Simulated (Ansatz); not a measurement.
**AlNi (Pm-3m): zone-centre modes under pressure**

Aim: how do the optical modes of AlNi (Pm-3m) move with volume?

Method: DFT PBEsol, scalar-relativistic, plane waves, PAW; PAW set soft_1, in Ansatz 0.2.0.

The database entry behind the starting cell differs from later determinations by our own check (about 0.2 % short), so it need not match the best structure at ambient conditions.

### 1. Starting point

Symmetry: Pm-3m, No. 221, cubic system. Conventional cell: a = 2.881 Å, b = 2.881 Å, c = 2.881 Å, α = 90.00°, β = 90.00°, γ = 90.00°. Nearest to Al lie 8 Ni at 2.50 Å. Nearest to Ni lie 8 Al at 2.50 Å. Farther neighbours are not listed.

### 2. Bringing the structure to rest

Harmonic phonons are second derivatives at a point where the forces vanish, and they are wanted at zero stress, so atoms and cell are relaxed first.

Contents of input.yaml:

```yaml
crystal:
  lattice:
    - [2.881, 0.0, 0.0]
    - [0.0, 2.881, 0.0]
    - [0.0, 0.0, 2.881]
  atoms:
    - { symbol: Al, position: [0.0, 0.0, 0.0] }
    - { symbol: Ni, position: [0.5, 0.5, 0.5] }
kpoints:
  mp_grid: { grid: [14, 14, 14] }
hamiltonian:
  xc: pbesol
  pseudopotentials: { kind: paw, azcp: { folder: soft_1 }, xc_functional: pbe }
scf:
  occupations: { method: gaussian, width: 0.1 }
output:
  forces: true
  stress: true
  eigenvalues: true
  write_density: true
  write_potential: true
  elf: true
  volumetric_format: npy
relax:
  adjacent_minimum: "off"
  f_tol: 0.005
  max_steps: 80
  cell: { stress_tol: 0.05 }
```

Command:

```sh
$ ansatz run input.yaml --threads 4 --pin off --max-ram 10240MiB --backend cpu --events-out ev --progress --plain --runs-dir out
```

Numbers of over 12 decimals in the logs are rounded to 6 here.

The log of the run:

```text
Engine: ansatz 0.2.0, aarch64-unknown-linux-gnu
Pseudopotentials: kind: paw
Pseudopotential: Al, paw, valence charge 3, recommended cutoff 420 eV (normal), soft_1/Al.paw.azcp
Pseudopotential: Ni, paw, valence charge 18, recommended cutoff 420 eV (normal), soft_1/Ni.paw.azcp
Functional definition: PBEsol
  exchange = pbesol_x
  correlation = pbesol_c
Crystal: 2 atoms, lattice volume = 23.913 Å³
Basis set: ecut = 420 eV, 461 PW (Γ), exchange–correlation on 40×40×40 points (8 copies of the dense FFT grid, shifted against one another)
Bands: 15, of which v1, the nominal top of the filled ones, is band 11 counted from 1 (10 counted from 0)
Symmetry: 48 space group operations
Space group: Pm-3m (ITA 221), of the structure as read, at distance tolerance 2.9e-5 Å
k-points: 120 of 2744
Non-local potential: Al, projectors of the file, l = 0: 2, l = 1: 2, l = 2: 1
Non-local potential: Ni, projectors of the file, l = 0: 3, l = 1: 2, l = 2: 3, l = 3: 1
PAW form: soft (Blöchl's): semilocal exchange-correlation on the pseudo side does not see the compensation charge
PAW frozen core: Al, regenerated for the run's functional, and the local potential with it (the file was generated under x = pbe(κ = 0.804, μ = 0.219515), c = pbe(β = 0.066725))
PAW frozen core: Ni, regenerated for the run's functional, and the local potential with it (the file was generated under x = pbe(κ = 0.804, μ = 0.219515), c = pbe(β = 0.066725))
PAW one-centre angular grid: Al, 110 points (default); XC on 64 Gauss nodes
PAW one-centre angular grid: Ni, 590 points (default); XC on 64 Gauss nodes
Initial density: superposition of atomic densities (chi_scale 0.1, normalization cell, long waves kept (reshape's long-wave potential 0.00 eV rms))
Initial wavefunctions: pseudopotential atomic-orbital guess
Functional: x = pbesol(κ = 0.804, μ = 0.123457), c = pbesol(β = 0.046)
SCF iter   1: F=—  HF=-6331.244153 eV  |F-HF|=—  |Δ(HF+E_count)|=         —  Δρ=8.10e-2  dr2=1.57e0  ethr=3.10e-3  ⟨swp⟩=4.1  Hψ=8024  notcnv=0
preconditioner: auto → none  [metal: Δε(μ)=0.060 eV  Ē_g=10.131 eV  σ=0.100 eV  W_gap=0.33  n_scr=6 (ndim 8)  ℏωp=27.4 eV  f_vac=0.000  D(μ)=0.85/eV (n_scr^D=6)  sad-step TF]
SCF iter   2: F=—  HF=-6331.084661 eV  |F-HF|=—  |Δ(HF+E_count)|=   1.59e-1  Δρ=5.90e-2  dr2=9.06e-1  ethr=3.10e-3  ⟨swp⟩=2.0  Hψ=3230  notcnv=0  defer=52
SCF iter   3: F=—  HF=-6330.890422 eV  |F-HF|=—  |Δ(HF+E_count)|=   1.94e-1  Δρ=2.39e-2  dr2=1.21e-1  ethr=3.10e-3  ⟨swp⟩=2.0  Hψ=2295  notcnv=0  defer=52
SCF iter   4: F=—  HF=-6330.870070 eV  |F-HF|=—  |Δ(HF+E_count)|=   2.04e-2  Δρ=5.24e-3  dr2=3.88e-3  ethr=5.75e-4  ⟨swp⟩=2.1  Hψ=3202  notcnv=0  defer=49
SCF iter   5: F=—  HF=-6330.869886 eV  |F-HF|=—  |Δ(HF+E_count)|=   1.84e-4  Δρ=4.62e-4  dr2=2.27e-5  ethr=1.85e-5  ⟨swp⟩=2.3  Hψ=2430  notcnv=0  defer=49
SCF iter   6: F=—  HF=-6330.869877 eV  |F-HF|=—  |Δ(HF+E_count)|=   9.56e-6  Δρ=9.66e-5  dr2=1.21e-6  ethr=1.08e-7  ⟨swp⟩=2.0  Hψ=3015  notcnv=0  defer=49
SCF iter   7: F=-6330.869877 eV  HF=-6330.869877 eV  |F-HF|=2.38e-8  |Δ(HF+E_count)|=   1.35e-7  Δρ=1.06e-5  dr2=1.76e-8  ethr=4.76e-10  ⟨swp⟩=9.7  Hψ=12235  notcnv=0
SCF 1 converged in 7 iterations: F = -6330.869877 eV  dr2 = 1.76e-8
  greatest PAW one-centre occupation: 1.001 electrons in one spin orbital (limit 2), on the Ni atom at site 1 (counted from 0), in its partial waves of l = 1
relax step   1: F+E_penalty+E_count = -6330.86987662 eV  Δ(F+E_penalty+E_count) = +0.000e0 eV  max|allowed force component| = 8.007e-29 eV/Å  Δτ_max = 0.0000 Å  P = -3.283 GPa  Ω = 23.913 Å³  (7 SCF iters, dr2 threshold 1.00e-7 eV, accepted)
Crystal: 2 atoms, lattice volume = 23.625 Å³
Initial density: handed on by an earlier stage of this run
Initial wavefunctions: those handed on with the density
iter 1 solved again at ethr=3.70e-6 eV; its pass at ethr=3.10e-3 eV (dr2=7.78e-4 eV) is discarded
SCF iter   1: F=—  HF=-6330.874206 eV  |F-HF|=—  |Δ(HF+E_count)|=         —  Δρ=2.24e-3  dr2=7.60e-4  ethr=3.70e-6  ⟨swp⟩=2.1  Hψ=10162  notcnv=0
preconditioner: auto → none  [metal: Δε(μ)=0.008 eV  Ē_g=9.741 eV  σ=0.100 eV  W_gap=0.05  n_scr=6 (ndim 8)  ℏωp=27.5 eV  f_vac=0.000  D(μ)=1.03/eV (n_scr^D=6)]
SCF iter   2: F=—  HF=-6330.874096 eV  |F-HF|=—  |Δ(HF+E_count)|=   1.10e-4  Δρ=3.51e-4  dr2=2.45e-5  ethr=3.62e-6  ⟨swp⟩=1.2  Hψ=1874  notcnv=0
SCF iter   3: F=—  HF=-6330.874100 eV  |F-HF|=—  |Δ(HF+E_count)|=   3.71e-6  Δρ=6.97e-5  dr2=8.15e-7  ethr=1.16e-7  ⟨swp⟩=1.8  Hψ=2290  notcnv=0
iter 4 did not close the SCF: its close was put off for the readings that it lacked (scf_convergence_deferred on its scf_iter line)
SCF iter   4: F=-6330.874100 eV  HF=-6330.874100 eV  |F-HF|=1.70e-9  |Δ(HF+E_count)|=   3.31e-7  Δρ=2.02e-5  dr2=4.36e-8  ethr=3.88e-9  ⟨swp⟩=2.0  Hψ=2585  notcnv=0
iter 5 did not close the SCF: its close was put off for the readings that it lacked (scf_convergence_deferred on its scf_iter line)
SCF iter   5: F=-6330.874100 eV  HF=-6330.874100 eV  |F-HF|=8.55e-11  |Δ(HF+E_count)|=   8.61e-9  Δρ=1.87e-6  dr2=3.58e-10  ethr=2.08e-10  ⟨swp⟩=1.2  Hψ=1828  notcnv=0
SCF iter   6: F=-6330.874100 eV  HF=-6330.874100 eV  |F-HF|=9.09e-13  |Δ(HF+E_count)|=  7.91e-11  Δρ=5.09e-8  dr2=2.75e-13  ethr=1.70e-12  ⟨swp⟩=4.0  Hψ=8158  notcnv=0
SCF 2 converged in 6 iterations: F = -6330.874100 eV  dr2 = 2.75e-13
relax step   2: F+E_penalty+E_count = -6330.87409967 eV  Δ(F+E_penalty+E_count) = -4.223e-3 eV  max|allowed force component| = 1.269e-29 eV/Å  Δτ_max = 0.0000 Å  P = -1.310 GPa  Ω = 23.625 Å³  energy of the carried Pulay correction = +7.983e-5 eV  (6 SCF iters, dr2 threshold 2.00e-7 eV, accepted)
Crystal: 2 atoms, lattice volume = 23.438 Å³
iter 1 solved again at ethr=1.61e-6 eV; its pass at ethr=3.10e-3 eV (dr2=3.38e-4 eV) is discarded
SCF iter   1: F=—  HF=-6330.874939 eV  |F-HF|=—  |Δ(HF+E_count)|=         —  Δρ=1.49e-3  dr2=3.36e-4  ethr=1.61e-6  ⟨swp⟩=2.1  Hψ=10050  notcnv=0
preconditioner: auto → none  [metal: Δε(μ)=0.009 eV  Ē_g=9.808 eV  σ=0.100 eV  W_gap=0.05  n_scr=6 (ndim 8)  ℏωp=27.7 eV  f_vac=0.000  D(μ)=1.02/eV (n_scr^D=6)]
SCF iter   2: F=—  HF=-6330.874893 eV  |F-HF|=—  |Δ(HF+E_count)|=   4.59e-5  Δρ=2.35e-4  dr2=1.09e-5  ethr=1.60e-6  ⟨swp⟩=1.2  Hψ=1876  notcnv=0
SCF iter   3: F=—  HF=-6330.874897 eV  |F-HF|=—  |Δ(HF+E_count)|=   4.07e-6  Δρ=4.51e-5  dr2=3.14e-7  ethr=5.21e-8  ⟨swp⟩=1.9  Hψ=2356  notcnv=0
iter 4 did not close the SCF: its close was put off for the readings that it lacked (scf_convergence_deferred on its scf_iter line)
SCF iter   4: F=-6330.874897 eV  HF=-6330.874897 eV  |F-HF|=2.31e-9  |Δ(HF+E_count)|=   1.34e-7  Δρ=1.24e-5  dr2=1.59e-8  ethr=1.50e-9  ⟨swp⟩=2.0  Hψ=2653  notcnv=0
iter 5 did not close the SCF: its close was put off for the readings that it lacked (scf_convergence_deferred on its scf_iter line)
SCF iter   5: F=-6330.874897 eV  HF=-6330.874897 eV  |F-HF|=2.43e-10  |Δ(HF+E_count)|=   4.10e-9  Δρ=1.96e-6  dr2=3.96e-10  ethr=7.55e-11  ⟨swp⟩=1.2  Hψ=1831  notcnv=0
SCF iter   6: F=-6330.874897 eV  HF=-6330.874897 eV  |F-HF|=3.64e-12  |Δ(HF+E_count)|=  1.82e-11  Δρ=3.99e-8  dr2=1.85e-13  ethr=1.88e-12  ⟨swp⟩=3.8  Hψ=8176  notcnv=0
SCF 3 converged in 6 iterations: F = -6330.874897 eV  dr2 = 1.85e-13
relax step   3: F+E_penalty+E_count = -6330.87489653 eV  Δ(F+E_penalty+E_count) = -7.969e-4 eV  max|allowed force component| = 6.426e-30 eV/Å  Δτ_max = 0.0000 Å  P = +0.045 GPa  Ω = 23.438 Å³  energy of the carried Pulay correction = +1.323e-4 eV  (6 SCF iters, dr2 threshold 2.00e-7 eV, accepted)
Initial wavefunctions: pseudopotential atomic-orbital guess (no wavefunctions were taken with the density)
iter 1 solved again at ethr=7.62e-9 eV; its pass at ethr=3.10e-3 eV (dr2=1.60e-6 eV) is discarded
SCF iter   1: F=—  HF=-6330.874766 eV  |F-HF|=—  |Δ(HF+E_count)|=         —  Δρ=2.19e-5  dr2=1.99e-8  ethr=7.62e-9  ⟨swp⟩=3.0  Hψ=13656  notcnv=0
preconditioner: auto → none  [metal: Δε(μ)=0.009 eV  Ē_g=9.813 eV  σ=0.100 eV  W_gap=0.05  n_scr=6 (ndim 8)  ℏωp=27.7 eV  f_vac=0.000  D(μ)=1.02/eV (n_scr^D=6)]
SCF iter   2: F=—  HF=-6330.874767 eV  |F-HF|=—  |Δ(HF+E_count)|=   1.33e-6  Δρ=1.57e-5  dr2=2.32e-8  ethr=9.48e-11  ⟨swp⟩=2.0  Hψ=3062  notcnv=0
SCF iter   3: F=—  HF=-6330.874767 eV  |F-HF|=—  |Δ(HF+E_count)|=   5.87e-9  Δρ=5.86e-6  dr2=3.98e-9  ethr=9.48e-11  ⟨swp⟩=1.6  Hψ=2420  notcnv=0
SCF iter   4: F=—  HF=-6330.874767 eV  |F-HF|=—  |Δ(HF+E_count)|=  8.18e-10  Δρ=6.13e-7  dr2=3.97e-11  ethr=1.90e-11  ⟨swp⟩=2.3  Hψ=2550  notcnv=0
iter 5 did not close the SCF: its close was put off for the readings that it lacked (scf_convergence_deferred on its scf_iter line)
SCF iter   5: F=-6330.874767 eV  HF=-6330.874767 eV  |F-HF|=0.00e0  |Δ(HF+E_count)|=  8.19e-12  Δρ=6.38e-8  dr2=4.36e-13  ethr=1.00e-12  ⟨swp⟩=1.0  Hψ=1800  notcnv=0
SCF iter   6: F=-6330.874767 eV  HF=-6330.874767 eV  |F-HF|=9.09e-13  |Δ(HF+E_count)|=  9.09e-13  Δρ=1.25e-8  dr2=1.66e-14  ethr=1.00e-12  ⟨swp⟩=3.0  Hψ=6529  notcnv=0
SCF 4 converged in 6 iterations: F = -6330.874767 eV  dr2 = 1.66e-14
relax step   4: F+E_penalty+E_count = -6330.87476693 eV  Δ(F+E_penalty+E_count) = +1.296e-4 eV  max|allowed force component| = 2.005e-30 eV/Å  Δτ_max = 0.0000 Å  P = +0.042 GPa  Ω = 23.438 Å³  stress off target by 4.18e-2 GPa  SCF on the basis re-selected at this cell (its energy is not comparable with the rows above)  (6 SCF iters)
basis re-selected at this cell: Δ(F+E_penalty+E_count) = +1.296e-4 eV, ΔP = -0.003 GPa vs the last step (what re-selecting the basis moved, of the pressure what is left beyond the Pulay correction that the steps carried, after the strain that the cell walked since its last selection, with what the two solves' SCF thresholds leave and, on support functions, any second-order correction that the steps lacked; it is no m [...]
SCF converged after 6 iterations
Free energy (F): -6330.874767 eV
Harris-Foulkes:  -6330.874767 eV  (|F-HF|=9.09e-13)
Internal energy: -6330.869674 eV  (E = F + TS)
E sigma→0 (E₀):  -6330.872220 eV
Entropy (-TS):   -0.005093 eV (-2.547 meV/atom)
Fermi energy:    14.057237 eV
--- Per-component energies (eV) ---
  E_band       = -333.829782
  E_kinetic    = 369.140224
  E_local      = -3718.717780  (includes V_loc(G=0)·N_el)
  E_nonlocal   = -105.507255
  E_hartree    = 1951.442588
  E_xc         = -151.755537
  E_vxc        = -177.579108  (∫ρ·V_xc dr)
  E_paw        = -2080.783194  (= ΣΔE_a)
  E_vpaw       = -604.051800  (= ΣTr[D̂ρ^β])
  E_aug_tail   = 0.000752  (compensation charges beyond the density's cutoff)
  E_ewald      = -2594.905901
  E_core_change = 0.216428  (= ΣΔE_core)
  E_smearing   = -0.005093  (= −TS)
  E_closure    = 0.000000  (closes the sum)
  Σ components = -6330.874767   (vs F -6330.874767, Δ=0.00e0)
--- Forces (eV/Å), atoms counted from 1 ---
  atom   1  Al    -0.00000000    -0.00000000     0.00000000
  atom   2  Ni    -0.00000000     0.00000000     0.00000000
  max |Σ_I F_I| component: 4.40e-30 eV/Å
--- Stress (GPa, compression-positive) ---
        0.041752      -0.000000      -0.000000
       -0.000000       0.041752       0.000000
       -0.000000       0.000000       0.041752
  P = ⅓ Tr σ = 0.0418 GPa (0.418 kbar)
--- Band table (eV; the first three rows and the last of 120) ---
  k-point 0: bands = [... 7 lower, 12.5098, 12.5098, 12.5098, 19.6367, 19.6367, 19.6367, 22.2636, 22.2636]
  k-point 1: bands = [... 7 lower, 12.4673, 12.4673, 12.5143, 18.6531, 19.7627, 19.7627, 22.2671, 23.1538]
  k-point 2: bands = [... 7 lower, 12.3526, 12.3526, 12.5271, 17.0463, 20.1283, 20.1283, 22.2774, 24.4375]
  k-point 119: bands = [... 7 lower, 13.0873, 13.0873, 16.0087, 16.0087, 16.0087, 17.9769, 18.6545, 18.6545]
--- Relaxed structure (3 steps of the walk, 3 accepted, 1 SCFs on fresh bases) ---
  F+E_penalty+E_count = -6330.87476693 eV   max|allowed force component| = 2.005e-30 eV/Å   (the final SCF, on the basis selected at the relaxed cell)
  cell:  # Å, volume = 23.4379 Å³
    - [2.861802, 0.0, 0]
    - [0.0, 2.861802, 0.0]
    - [0.0, 0.0, 2.861802]
  atoms:
    - { symbol: Al, position: [0, 0, 0.0] }
    - { symbol: Ni, position: [0.5, 0.5, 0.5] }
```

The job ended after 5 s (4 threads of Arm Neoverse N1, shared host; peak memory 0.34 GiB; 18 s of CPU time).

This run has no spin polarisation, although Ni can carry a moment.

The steps of the relaxation:

| step | energy less that of the first step (eV) | largest force component (eV/Å) | pressure (GPa) | volume (Å³) |
| --- | --- | --- | --- | --- |
| 1 | 0.0000 | 0.0000 | -3.28 | 23.91 |
| 2 | -0.0042 | 0.0000 | -1.31 | 23.63 |
| 3 | -0.0050 | 0.0000 | 0.04 | 23.44 |
| 4* | -0.0049 | 0.0000 | 0.04 | 23.44 |

Relaxation steps marked * repeat the geometry before them on a plane-wave basis chosen anew for their cell, so energy and pressure can jump there.

Forces are held to the 48 operations that the run works with; a distortion that breaks them can't arise in this run.

| conventional cell, symmetrised | before | after | change |
| --- | --- | --- | --- |
| a (Å) | 2.881 | 2.862 | -0.7 % |
| b (Å) | 2.881 | 2.862 | -0.7 % |
| c (Å) | 2.881 | 2.862 | -0.7 % |
| volume (Å³/atom) | 11.96 | 11.72 | -2.0 % |

Final coordinates:

```xyz
2
Lattice="2.8618 0.0000 0.0000 0.0000 2.8618 0.0000 0.0000 0.0000 2.8618" Properties=species:S:1:pos:R:3 pbc="T T T"
Al    0.0000    0.0000    0.0000
Ni    1.4309    1.4309    1.4309
```

This step gave:

```
pressure          : 0.04175 GPa
volume per atom   : 11.72 Å³
gap on the k-mesh : 0 eV
```

Valence density in the ac plane at fractional y = 0.000, with atoms of Al within 0.2 Å of it. It is the smooth field of the valence electrons, not physical close to the nuclei.

Values in e/Å³, 15 rows by 15 columns:
```
0.05 0.06 0.08 0.14 0.20 0.23 0.23 0.22 0.22 0.23 0.23 0.20 0.14 0.08 0.06
0.07 0.08 0.12 0.17 0.22 0.23 0.23 0.22 0.22 0.23 0.23 0.22 0.17 0.12 0.08
0.13 0.14 0.17 0.21 0.24 0.24 0.23 0.23 0.23 0.23 0.24 0.24 0.21 0.17 0.14
0.19 0.20 0.22 0.24 0.25 0.24 0.24 0.23 0.23 0.24 0.24 0.25 0.24 0.22 0.20
0.22 0.23 0.23 0.24 0.24 0.24 0.24 0.24 0.24 0.24 0.24 0.24 0.24 0.23 0.23
0.23 0.23 0.23 0.23 0.24 0.24 0.24 0.24 0.24 0.24 0.24 0.24 0.23 0.23 0.23
0.22 0.22 0.22 0.23 0.23 0.24 0.24 0.23 0.23 0.24 0.24 0.23 0.23 0.22 0.22
0.22 0.22 0.22 0.23 0.23 0.24 0.24 0.23 0.23 0.24 0.24 0.23 0.23 0.22 0.22
0.23 0.23 0.23 0.23 0.24 0.24 0.24 0.24 0.24 0.24 0.24 0.24 0.23 0.23 0.23
0.22 0.23 0.23 0.24 0.24 0.24 0.24 0.24 0.24 0.24 0.24 0.24 0.24 0.23 0.23
0.19 0.20 0.22 0.24 0.25 0.24 0.24 0.23 0.23 0.24 0.24 0.25 0.24 0.22 0.20
0.13 0.14 0.17 0.21 0.24 0.24 0.23 0.23 0.23 0.23 0.24 0.24 0.21 0.17 0.14
0.07 0.08 0.12 0.17 0.22 0.23 0.23 0.22 0.22 0.23 0.23 0.22 0.17 0.12 0.08
0.05 0.06 0.08 0.14 0.20 0.23 0.23 0.22 0.22 0.23 0.23 0.20 0.14 0.08 0.06
0.05 0.05 0.07 0.13 0.19 0.22 0.23 0.22 0.22 0.23 0.22 0.19 0.13 0.07 0.05
```
Columns run along a (2.9 Å), rows up along c (2.9 Å). Atoms in or near the plane, at fractional coordinates: Al at (0.00, 0.00).

Electrostatic potential energy in the ac plane at fractional y = 0.000, with atoms of Al within 0.2 Å of it. With pseudopotentials it is smooth inside the atoms' cores, unlike the true potential.

Values in eV, 15 rows by 15 columns:
```
26 26 10 -1 -3  5 11 13 13 11  5 -3 -1 10 26
14 10  3 -3 -1  8 12 14 14 12  8 -1 -3  3 10
 1 -1 -3 -2  4 10 13 14 14 13 10  4 -2 -3 -1
-3 -3 -1  4  9 12 14 15 15 14 12  9  4 -1 -3
 4  5  8 10 12 14 15 15 15 15 14 12 10  8  5
11 11 12 13 14 15 15 16 16 15 15 14 13 12 11
13 13 14 14 15 15 16 16 16 16 15 15 14 14 13
13 13 14 14 15 15 16 16 16 16 15 15 14 14 13
11 11 12 13 14 15 15 16 16 15 15 14 13 12 11
 4  5  8 10 12 14 15 15 15 15 14 12 10  8  5
-3 -3 -1  4  9 12 14 15 15 14 12  9  4 -1 -3
 1 -1 -3 -2  4 10 13 14 14 13 10  4 -2 -3 -1
14 10  3 -3 -1  8 12 14 14 12  8 -1 -3  3 10
26 26 10 -1 -3  5 11 13 13 11  5 -3 -1 10 26
26 26 14  1 -3  4 11 13 13 11  4 -3  1 14 26
```
Columns run along a (2.9 Å; values clipped at the 3rd and 97th percentile), rows up along c (2.9 Å). Atoms in or near the plane, at fractional coordinates: Al at (0.00, 0.00).

ELF in the ac plane at fractional y = 0.000, with atoms of Al within 0.2 Å of it. It is the smooth field of the valence electrons, not physical close to the nuclei.

Ten even steps from '_' (0.00) to '@' (0.69):
```
::____..==**########**==..____
______--++############++--____
....--++######****######++--..
--==++######********######++==
****######****++++****######**
########****++++++++****######
######****++++====++++****####
######****++++====++++****####
########****++++++++****######
****######****++++****######**
--==++######********######++==
....--++######****######++--..
______--++############++--____
::____..==**########**==..____
@@::__..--**########**--..__::
```
Columns run along a (2.9 Å), rows up along c (2.9 Å). Atoms in or near the plane, at fractional coordinates: Al at (0.00, 0.00).

In this step the volume went from 11.96 to 11.72 Å³/atom.

### 3. Tight relaxation

Phonons need small forces and stress, so the relaxation is finished with tight tolerances on 16×16×16 k points.

Contents of input.yaml:

```yaml
crystal:
  lattice:
    - [2.8618020449, 0.0, 0.0]
    - [0.0, 2.8618020449, 0.0]
    - [0.0, 0.0, 2.8618020449]
  atoms:
    - { symbol: Al, position: [0.0, 0.0, 0.0] }
    - { symbol: Ni, position: [0.5, 0.5, 0.5] }
kpoints:
  mp_grid: { grid: [16, 16, 16] }
hamiltonian:
  xc: pbesol
  pseudopotentials: { kind: paw, azcp: { folder: soft_1 }, xc_functional: pbe }
scf:
  occupations: { method: methfessel_paxton, width: 0.2 }
output:
  forces: true
  stress: true
  eigenvalues: true
relax:
  adjacent_minimum: "off"
  f_tol: 0.001
  max_steps: 60
  cell: { stress_tol: 0.01 }
```

The log of the run:

```text
[...]
Crystal: 2 atoms, lattice volume = 23.438 Å³
Basis set: ecut = 420 eV, 461 PW (Γ), exchange–correlation on 40×40×40 points (8 copies of the dense FFT grid, shifted against one another)
Bands: 15, of which v1, the nominal top of the filled ones, is band 11 counted from 1 (10 counted from 0)
Symmetry: 48 space group operations
[...]
k-points: 165 of 4096
[...]
k-point 164: bands = [... 7 lower, 13.0928, 13.0928, 16.0103, 16.0103, 16.0103, 17.9775, 18.6572, 18.6572]
--- Relaxed structure (2 steps of the walk, 2 accepted, 1 SCFs on fresh bases) ---
[...]
cell:  # Å, volume = 23.4364 Å³
    - [2.861739, 0, 0]
    - [0, 2.861739, 0.0]
    - [0, 0.0, 2.861739]
  atoms:
    - { symbol: Al, position: [0, 0, 0] }
    - { symbol: Ni, position: [0.5, 0.5, 0.5] }
[key lines of the parts left out:]
SCF converged after 4 iterations
Free energy (F): -6330.874466 eV
Fermi energy:    14.083151 eV
P = ⅓ Tr σ = -0.0089 GPa (-0.089 kbar)
```

The job ended after 4.3 s (4 threads; peak memory 0.36 GiB; 15 s of CPU time).

Little changed from the start: no atom moved by 0.005 Å and no cell edge by 0.1 %.

Numbers from this step:

```yaml
pressure: -0.008878 GPa
```

The forces vanish by symmetry and the pressure is -0.009 GPa, within the tolerances set. The cell now holds 11.72 Å³/atom.

[end of part 1 of 2]

[Logs are printed without paths, hosts, clocks, repeated set-up lines and the standing remarks that a program may print on its own settings, such as how far it seeks lower states.]

[Hosts, paths, dates, database ids (printed as entryN), source tags and the programs' standing remarks are cut or masked in the printed files.]
